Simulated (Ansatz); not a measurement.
## Phonons of CaO (Lime, Fm-3m) against volume

Wanted: Grüneisen parameters and pressure coefficients of the modes of CaO (Lime, Fm-3m).

Calculated with Ansatz 0.2.0; DFT PBE, scalar-relativistic, plane waves, PAW; PAW set soft_1.

Most raw output is cut from this account.

## 1. The starting structure

Symmetry: Fm-3m, No. 225, cubic system. The conventional cell has a = 4.813 Å, b = 4.813 Å, c = 4.813 Å, α = 90.00°, β = 90.00°, γ = 90.00°. Nearest to O lie 6 Ca at 2.41 Å. Nearest to Ca lie 6 O at 2.41 Å. Farther neighbours and most contacts between anions are not listed.

## 2. Bringing the structure to rest

Harmonic phonons are second derivatives at a point where the forces vanish, and they are wanted at zero stress, so atoms and cell are relaxed first.

input.yaml reads:

```yaml
crystal:
  lattice:
    - [0.0, 2.4065, 2.4065]
    - [2.4065, 0.0, 2.4065]
    - [2.4065, 2.4065, 0.0]
  atoms:
    - { symbol: O, position: [0.5, 0.5, 0.5] }
    - { symbol: Ca, position: [0.0, 0.0, 0.0] }
kpoints:
  mp_grid: { grid: [8, 8, 8] }
hamiltonian:
  xc: pbe
  pseudopotentials: { kind: paw, azcp: { folder: soft_1 } }
scf:
  occupations: { method: gaussian, width: 0.02 }
output:
  forces: true
  stress: true
  eigenvalues: true
relax:
  adjacent_minimum: "off"
  f_tol: 0.005
  max_steps: 80
  cell: { stress_tol: 0.05 }
```

On the command line:

```sh
> ansatz run input.yaml --threads 4 --pin off --max-ram 10240MiB --backend cpu --events-out ev --progress --plain --runs-dir out
```

The job ended after 1.3 s (4 threads of Arm Neoverse V1, shared host; peak memory 0.28 GiB; 3.8 s of CPU time).

Step by step:

| step | energy less that of the first step (eV) | largest force component (eV/Å) | pressure (GPa) | volume (Å³) |
| --- | --- | --- | --- | --- |
| 1 | 0.0000 | 0.0000 | 1.19 | 27.87 |
| 2 | -0.0006 | 0.0000 | -0.22 | 28.23 |
| 3 | -0.0007 | 0.0000 | 0.00 | 28.17 |
| 4* | -0.0011 | 0.0000 | 0.03 | 28.17 |

Relaxation steps marked * repeat the geometry before them on a plane-wave basis chosen anew for their cell, so energy and pressure can jump there.

The run keeps the 48 symmetry operations that it works with, so distortions that break them were not tested.

| conventional cell, symmetrised | before | after | change |
| --- | --- | --- | --- |
| a (Å) | 4.813 | 4.830 | +0.4 % |
| b (Å) | 4.813 | 4.830 | +0.4 % |
| c (Å) | 4.813 | 4.830 | +0.4 % |
| volume (Å³/atom) | 13.94 | 14.09 | +1.1 % |

Final coordinates:

```xyz
2
Lattice="0.0000 2.4151 2.4151 2.4151 0.0000 2.4151 2.4151 2.4151 0.0000" Properties=species:S:1:pos:R:3 pbc="T T T"
O     2.4151    2.4151    2.4151
Ca    0.0000    0.0000    0.0000
```

This step gave:

- pressure: 0.02937 GPa
- gap on the k-mesh: 3.658 eV
- volume per atom: 14.09 Å³

In this step the volume went from 13.94 to 14.09 Å³/atom.

## 3. Tight relaxation

Phonons need small forces and stress, so the relaxation is finished with tight tolerances on 8×8×8 k points.

input.yaml, the sections that differ from step 2:

```yaml
crystal:
  lattice:
    - [0.0, 2.4151389186, 2.4151389186]
    - [2.4151389186, 0.0, 2.4151389186]
    - [2.4151389186, 2.4151389186, 0.0]
  atoms:
    - { symbol: O, position: [0.5, 0.5, 0.5] }
    - { symbol: Ca, position: [0.0, 0.0, 0.0] }
scf:
  occupations: { method: fixed }
relax:
  adjacent_minimum: "off"
  f_tol: 0.001
  max_steps: 60
  cell: { stress_tol: 0.01 }
# kpoints, hamiltonian, output: as in step 2
```

Run time: 0.94 s. Hardware: 4 threads; peak memory 0.27 GiB.

Little changed from the start: no atom moved by 0.005 Å and no cell edge by 0.1 %.

This step gave:

```
pressure : -0.005299 GPa
```

The forces vanish by symmetry and the pressure is -0.005 GPa, within the tolerances set. The cell now holds 14.09 Å³/atom.

## 4. Zone-centre response at rest

The modes at rest are the reference of the series, and the response to a field gives the dielectric tensor and the Born charges.

input.yaml, the sections that differ from step 3:

```yaml
crystal:
  lattice:
    - [0.0, 2.415402523, 2.415402523]
    - [2.415402523, 0.0, 2.415402523]
    - [2.415402523, 2.415402523, 0.0]
  atoms:
    - { symbol: O, position: [0.5, 0.5, 0.5] }
    - { symbol: Ca, position: [0.0, 0.0, 0.0] }
output:
  eigenvalues: true
phonons:
  method: dfpt
  dielectric: true
  rigid_motions: translations
  raman: true
# kpoints, hamiltonian, scf: as in step 3
# relax: removed
```

Wall time 28 s (4 threads); peak memory 0.56 GiB; 1.8 min of CPU time.

This step gave:

```yaml
sum_rule_residual_before_enforcement: 4.78e-4 eV/Å²
miss_of_the_charge_sum_rule: 3.47e-4 e
estimated_error_of_the_dielectric_tensor: 0.008675
estimated_error_of_the_born_charges: 0.01065 e
point_group: m-3m
highest_optical_mode_at_the_zone_centre_no_lo_to_term: 255.1 cm⁻¹
lowest_optical_zone_centre_mode: 255.1 cm⁻¹
mean_high_frequency_dielectric_constant: 3.787
largest_born_charge_third_of_the_trace: -2.352 e
mean_static_dielectric_constant: 16.77
top_of_the_zone_centre_spectrum_with_the_field: 536.8 cm⁻¹
```

Without the LO-TO term. Patterns of degenerate modes are one choice out of their space. Modes at Γ, with each element's share of the kinetic energy:

| mode | frequency (cm⁻¹) | symmetry | O % | Ca % |
| --- | --- | --- | --- | --- |
| 1 | 0.0 | acoustic | 29 | 71 |
| 2 | 0.0 | acoustic | 29 | 71 |
| 3 | 0.0 | acoustic | 29 | 71 |
| 4 | 255.1 | T1u | 71 | 29 |
| 5 | 255.1 | T1u | 71 | 29 |
| 6 | 255.1 | T1u | 71 | 29 |

Displacements in mode 6 (255.1 cm⁻¹), the largest set to 1:
```
O1   0.00  0.00  1.00
Ca2  0.00  0.00 -0.40
```

Optical modes at the zone centre, without and with the macroscopic field of the longitudinal modes; each column is sorted by frequency, so a row need not hold one and the same mode. Modes with and without the field, by row:

| rank among optical modes | no field (cm⁻¹) | q along (1, 0, 0) (cm⁻¹) |
| --- | --- | --- |
| 1 | 255.1 | 255.1 |
| 2 | 255.1 | 255.1 |
| 3 | 255.1 | 536.8 |

Born charge (rows field, columns displacement) (e), principal values of the symmetric part by kind of site:

| atom | atoms with these values | low | middle | high | mean |
| --- | --- | --- | --- | --- | --- |
| O1 | 1 | -2.35 | -2.35 | -2.35 | -2.35 |
| Ca2 | 1 | 2.35 | 2.35 | 2.35 | 2.35 |

In full for Ca2:

```
2.35 0.00 0.00
0.00 2.35 0.00
0.00 0.00 2.35
```

High-frequency dielectric tensor:

```
3.79 0.00 0.00
0.00 3.79 0.00
0.00 0.00 3.79
```

Static dielectric tensor (ions relaxed, fixed cell):

```
16.77  0.00  0.00
 0.00 16.77  0.00
 0.00  0.00 16.77
```

Transverse modes. Lines of the infrared spectrum (strongest = 100):

| position (cm⁻¹) | label | relative intensity |
| --- | --- | --- |
| 255 | T1u | 100 |

Before it was imposed, the acoustic sum rule was missed by 4.8e-4 eV/Å² and the charge sum rule by 3.5e-4 e. Small misses are needed for a sound result but don't prove that mesh and cutoff are converged. The lowest optical mode is real, 255 cm⁻¹.

## 5. Ground state of a member: 1.06 times the volume at rest

The cell is set to 1.06 times the volume at rest; symmetry leaves nothing else free, so this is a single point.

input.yaml, the sections that differ from step 4:

```yaml
crystal:
  lattice:
    - [0.0, 2.4627753837, 2.4627753837]
    - [2.4627753837, 0.0, 2.4627753837]
    - [2.4627753837, 2.4627753837, 0.0]
  atoms:
    - { symbol: O, position: [0.5, 0.5, 0.5] }
    - { symbol: Ca, position: [0.0, 0.0, 0.0] }
output:
  forces: true
  stress: true
  eigenvalues: true
# kpoints, hamiltonian, scf: as in step 4
# phonons: removed
```

Wall time 0.4 s (4 threads); peak memory 0.26 GiB.

Numbers from this step:

```yaml
pressure: -5.414 GPa
gap_on_the_k_mesh: 3.659 eV
volume_per_atom: 14.94 Å³
```

The forces vanish by symmetry, at a pressure of -5.41 GPa.

## 6. Zone-centre modes of the member: 1.06 times the volume at rest

The zone-centre modes follow for 1.06 times the volume at rest, with the response to a field.

Changes to input.yaml since step 5:

```diff
@@ -16,4 +16,6 @@
 output:
-  forces: true
-  stress: true
   eigenvalues: true
+phonons:
+  method: dfpt
+  dielectric: true
+  rigid_motions: translations
```

Wall time 7.2 s (4 threads); peak memory 0.38 GiB; 26 s of CPU time.

This step gave:

```
sum-rule residual before enforcement                    : 2.03e-4 eV/Å²
miss of the charge sum rule                             : 0.001419 e
estimated error of the dielectric tensor                : 0.008861
estimated error of the Born charges                     : 0.01150 e
highest optical mode at the zone centre (no LO-TO term) : 212.8 cm⁻¹
lowest optical zone-centre mode                         : 212.8 cm⁻¹
mean high-frequency dielectric constant                 : 3.776
largest Born charge (third of the trace)                : -2.337 e
mean static dielectric constant                         : 21.16
top of the zone-centre spectrum with the field          : 503.7 cm⁻¹
```

Without the LO-TO term. Patterns of degenerate modes are one choice out of their space. Modes at Γ, with each element's share of the kinetic energy:

| mode | frequency (cm⁻¹) | symmetry | O % | Ca % |
| --- | --- | --- | --- | --- |
| 1 | 0.0 | acoustic | 29 | 71 |
| 2 | 0.0 | acoustic | 29 | 71 |
| 3 | 0.0 | acoustic | 29 | 71 |
| 4 | 212.8 | T1u | 71 | 29 |
| 5 | 212.8 | T1u | 71 | 29 |
| 6 | 212.8 | T1u | 71 | 29 |

Transverse modes. Lines of the infrared spectrum (strongest = 100):

| position (cm⁻¹) | label | relative intensity |
| --- | --- | --- |
| 213 | T1u | 100 |

The optical mode without the LO-TO term lies at 212.8 cm⁻¹.

For the highest optical mode at the zone centre (no LO-TO term), step 4 gave 255 cm⁻¹; this run, with volume ratio 1.06, gives 213 cm⁻¹ (-17 %).

## 7. Ground state of a member: 0.9 times the volume at rest

The cell is set to 0.9 times the volume at rest; symmetry leaves nothing else free, so this is a single point.

input.yaml, the sections that differ from step 6:

```yaml
crystal:
  lattice:
    - [0.0, 2.3320454955, 2.3320454955]
    - [2.3320454955, 0.0, 2.3320454955]
    - [2.3320454955, 2.3320454955, 0.0]
  atoms:
    - { symbol: O, position: [0.5, 0.5, 0.5] }
    - { symbol: Ca, position: [0.0, 0.0, 0.0] }
output:
  forces: true
  stress: true
  eigenvalues: true
# kpoints, hamiltonian, scf: as in step 6
# phonons: removed
```

The job ended after 0.35 s (4 threads; peak memory 0.26 GiB).

This step gave:

- pressure: 13.95 GPa
- gap on the k-mesh: 3.611 eV
- volume per atom: 12.68 Å³

The forces vanish by symmetry, at a pressure of 13.95 GPa.

## 8. Zone-centre modes of the member: 0.9 times the volume at rest

The zone-centre modes follow for 0.9 times the volume at rest, with the response to a field.

Changes to input.yaml since step 7:

```diff
@@ -16,4 +16,6 @@
 output:
-  forces: true
-  stress: true
   eigenvalues: true
+phonons:
+  method: dfpt
+  dielectric: true
+  rigid_motions: translations
```

It took 2.6 s on 4 threads; peak memory 0.35 GiB; 9.3 s of CPU time.

This step gave:

```
sum-rule residual before enforcement                    : 6.14e-5 eV/Å²
miss of the charge sum rule                             : 3.88e-6 e
highest optical mode at the zone centre (no LO-TO term) : 329.9 cm⁻¹
lowest optical zone-centre mode                         : 329.9 cm⁻¹
mean high-frequency dielectric constant                 : 3.840
largest Born charge (third of the trace)                : -2.390 e
mean static dielectric constant                         : 12.75
top of the zone-centre spectrum with the field          : 601.0 cm⁻¹
```

Without the LO-TO term. Patterns of degenerate modes are one choice out of their space. The modes at Γ (shares of kinetic energy by element, %):

| mode | frequency (cm⁻¹) | symmetry | O % | Ca % |
| --- | --- | --- | --- | --- |
| 1 | 0.0 | acoustic | 29 | 71 |
| 2 | 0.0 | acoustic | 29 | 71 |
| 3 | 0.0 | acoustic | 29 | 71 |
| 4 | 329.9 | T1u | 71 | 29 |
| 5 | 329.9 | T1u | 71 | 29 |
| 6 | 329.9 | T1u | 71 | 29 |

Transverse modes. Lines of the infrared spectrum (strongest = 100):

| position (cm⁻¹) | label | relative intensity |
| --- | --- | --- |
| 330 | T1u | 100 |

The optical mode without the LO-TO term lies at 329.9 cm⁻¹.

Between step 4 and this run (volume ratio 0.9) the value for the highest optical mode at the zone centre (no LO-TO term) moves from 255 cm⁻¹ to 330 cm⁻¹ (+29 %).

## 9. All members side by side

The members are set side by side, also those not shown above.

Each row is one cell with its response, relaxed at fixed volume as far as symmetry leaves anything free; energies are extrapolated to zero smearing, and E0 is that at rest; shape and atoms are relaxed in each cell where symmetry leaves them free. State of the crystal along the series:

| volume ratio | V (Å³/atom) | pressure (GPa) | E - E0 (meV/atom) | gap on mesh (eV) | ε∞ | ε0 | largest Born charge in size, a third of the trace (e) | top mode with the field, highest of q along x, y and z (cm⁻¹) |
| --- | --- | --- | --- | --- | --- | --- | --- | --- |
| 0.9 | 12.68 | 13.95 | 55.84 | 3.611 | 3.84 | 12.75 | 2.39 | 601 |
| 0.92 | 12.96 | 10.53 | 34.34 | 3.626 | 3.825 | 13.35 | 2.381 | 587.1 |
| 0.94 | 13.25 | 7.452 | 18.59 | 3.637 | 3.812 | 14.03 | 2.372 | 573.8 |
| 0.96 | 13.53 | 4.694 | 7.976 | 3.646 | 3.801 | 14.82 | 2.365 | 561 |
| 0.98 | 13.81 | 2.219 | 1.911 | 3.653 | 3.794 | 15.72 | 2.358 | 548.6 |
| 0.99 | 13.95 | 1.078 | 0.429 | 3.656 | 3.79 | 16.22 | 2.355 | 542.6 |
| 1 | 14.09 | -0.005299 | 0 | 3.658 | 3.787 | 16.77 | 2.352 | 536.8 |
| 1.02 | 14.37 | -2.004 | 1.802 | 3.66 | 3.782 | 17.99 | 2.346 | 525.3 |
| 1.04 | 14.66 | -3.799 | 6.898 | 3.66 | 3.778 | 19.43 | 2.342 | 514.3 |
| 1.06 | 14.94 | -5.414 | 15.04 | 3.659 | 3.776 | 21.16 | 2.337 | 503.7 |

Without the LO-TO term; each mode is tracked from rest by its pattern, and modes that stay within 0.3 cm⁻¹ of each other stand once; shape and atoms are relaxed in each cell where symmetry leaves them free. Optical modes along the series:

| V (Å³/atom) | mode 4 T1u (cm⁻¹) |
| --- | --- |
| 12.68 | 329.9 |
| 12.96 | 314.3 |
| 13.25 | 299.1 |
| 13.53 | 284.2 |
| 13.81 | 269.5 |
| 13.95 | 262.3 |
| 14.09 | 255.1 |
| 14.37 | 240.9 |
| 14.66 | 226.8 |
| 14.94 | 212.8 |

From cubic fits (parabolas where under five rows exist) of ln ω and P against ln V through the rows within about 4 % of rest: γ = −d ln ω / d ln V and dω/dP = γ ω / B. Slopes at rest:

| mode | fitted frequency at rest (cm⁻¹) | Grüneisen parameter γ | dω/dP (cm⁻¹/GPa) |
| --- | --- | --- | --- |
| mode 4 T1u | 255.1 | 2.81 | 6.8 |
| longitudinal mode | 536.7 | 1.08 | 5.52 |

## 10. Outcome

| Quantity | Value |
| --- | --- |
| members | 10 |
| highest optical mode at the zone centre (no LO-TO term), at rest | 255.1 cm⁻¹ |
| bulk modulus at rest | 105 GPa |
| mode 4 T1u, γ | 2.81 |
| longitudinal mode, γ | 1.08 |

What this shows: The series spans -5.4 to 14.0 GPa, and the slope at rest gives a bulk modulus of 105 GPa. The transverse optical mode has γ = 2.81 and moves by 6.8 cm⁻¹ for each GPa, the longitudinal one has γ = 1.08 and moves by 5.5. ε∞ is 3.79 at rest, with d ln ε∞ / d ln V = -0.08. One k mesh and one cutoff serve the ground states and modes of all volumes; the field response picks its own mesh. These are harmonic frequencies at zero temperature: anharmonic shifts, linewidths and thermal expansion are left out. Only the zone centre was solved, so an instability at another wavevector cannot show here.

[Logs are printed without paths, hosts, clocks, repeated set-up lines and the standing remarks that a program may print on its own settings, such as how far it seeks lower states.]

[Hosts, paths, dates, database ids (printed as entryN), source tags and the programs' standing remarks are cut or masked in the printed files.]
